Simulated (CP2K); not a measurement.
The C K edge of ethynylcyclopropane was computed by TDDFT (CP2K XAS_TDP, aug-cc-pVDZ, TDA) at these levels: PBE0, PBEh(45%) and PBEh(45%) + GW2X. The first three lines of C1 (bonded to C and H) with a strength over 0.0015, energy in eV and strength:

```csv
run,first,second,third
1,281.94 (0.047),282.22 (0.044),284.10 (0.005)
2,288.05 (0.046),288.32 (0.044),290.21 (0.004)
3,276.37 (0.034),276.58 (0.033),277.87 (0.003)
```

Which run is which?

Run 1: PBEh(45%) (45 % exact exchange). Run 2: PBEh(45%) + GW2X (45 % exact exchange). Run 3: PBE0 (25 % exact exchange). Self-interaction lifts the core level, so the uncorrected lines rise with the share of exact exchange. The GW2X run keeps the spacings of its parent: 0.27 eV between the first two lines in run 2, 0.28 eV in run 1. Its shift is +6.11 eV, since the Kohn–Sham level at this share of exchange lies that far above the quasiparticle level.

[Banner, clock and machine lines of the logs are left out without a mark of their own.]

[Logs are printed without paths, hosts, clocks, repeated set-up lines and the standing remarks that a program may print on its own settings, such as how far it seeks lower states.]

[Hosts, paths, dates, database ids (printed as entryN), source tags and the programs' standing remarks are cut or masked in the printed files.]
